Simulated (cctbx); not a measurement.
## Interatomic vectors of Sm4MgTe5

Space group R-3m (no. 166), a = 4.1000 Å, b = 4.1000 Å, c = 49.7100 Å, α = 90.00°, β = 90.00°, γ = 120.00°, content Sm12 Te15 Mg3.

Simulated single-crystal data (cctbx): synchrotron X-rays, λ = 0.7749 Å, to d = 0.77 Å, 95 % of the full sphere, strongest reflection 40000 counts, noise from counting, a 2 % proportional error and a noise floor of 8 counts (s.d.); no absorption.

Patterson synthesis, origin scaled to 1000:

```text
Patterson group R -3 m :H
      u       v       w   height  length (A)
  0.000   0.000   0.000   1000.0     0.00
  0.000   0.000   0.300    887.2    14.93
  0.000   0.000   0.500    881.5    24.86
  0.000   0.000   0.200    844.6     9.92
  0.000   0.000   0.100    821.0     4.97
  0.000   0.000   0.399    819.8    19.85
  0.038   0.519   0.665      7.3    16.78
  0.047   0.523   0.966      6.8     2.67
  0.047   0.523   0.267      6.2    13.41
  0.000   0.000   0.022      5.5     1.10
 -0.002   0.207   0.014      5.3     1.10
  0.048   0.524   0.767      5.1    11.77
  0.047   0.524   0.466      5.1    23.26
  0.048   0.524   0.567      5.1    21.61
```

**Question.** Which atom pairs make the peaks, and where is the heaviest atom?

A peak at u stands for all pairs with xi − xj = u, with weight Σ ZiZj against Σ Z² = 87120 at the origin. Peak heights follow these weights only roughly, since form factors, motion and series ripples differ, all vectors within 0.55 Å of a peak are counted as merged into it though the farther ones add only part of their weight, and F(000) is left out, which lowers the whole map:

| u | v | w | shortest length (Å) | height | 1000 ΣZiZj/ΣZ² | pairs in the cell |
| --- | --- | --- | --- | --- | --- | --- |
| 0.000 | 0.000 | 0.300 | 2.89 | 887 | 931 | 24 × Sm–Te, 6 × Te–Mg |
| 0.000 | 0.000 | 0.500 | 8.62 | 882 | 931 | 24 × Sm–Te, 6 × Te–Mg |
| 0.000 | 0.000 | 0.200 | 7.04 | 845 | 914 | 15 × Te–Te, 9 × Sm–Sm, 6 × Sm–Mg |
| 0.000 | 0.000 | 0.100 | 4.97 | 821 | 931 | 24 × Sm–Te, 6 × Te–Mg |
| 0.000 | 0.000 | 0.399 | 4.03 | 820 | 914 | 15 × Te–Te, 9 × Sm–Sm, 6 × Sm–Mg |

The table stops at ten peaks or at a height of 45, below which ripples compete. In the model behind the data Sm, the heaviest element, has 2 independent sites: (2/3, 1/3, 0.9313) and (1/3, 2/3, 0.8681), up to an allowed shift of origin; the Sm–Sm vectors are differences of these positions and their symmetry mates. The whole model:

| atom | mult. | x | y | z | Ueq (Å²) |
| --- | --- | --- | --- | --- | --- |
| Sm1 | 6 | 2/3 | 1/3 | 0.9313 | 0.0169 |
| Sm2 | 6 | 1/3 | 2/3 | 0.8681 | 0.0147 |
| Te1 | 6 | 1/3 | 2/3 | 0.7663 | 0.0202 |
| Te2 | 6 | 0 | 0 | 0.7019 | 0.0251 |
| Te3 | 3 | 2/3 | 1/3 | 5/6 | 0.0199 |
| Mg1 | 3 | 0 | 0 | 0 | 0.0352 |

The model was made for the exercise: a known structure type with other elements put in, its volume estimated, not relaxed; displacement parameters are assumed.

[Logs are printed without paths, hosts, clocks, repeated set-up lines and the standing remarks that a program may print on its own settings, such as how far it seeks lower states.]
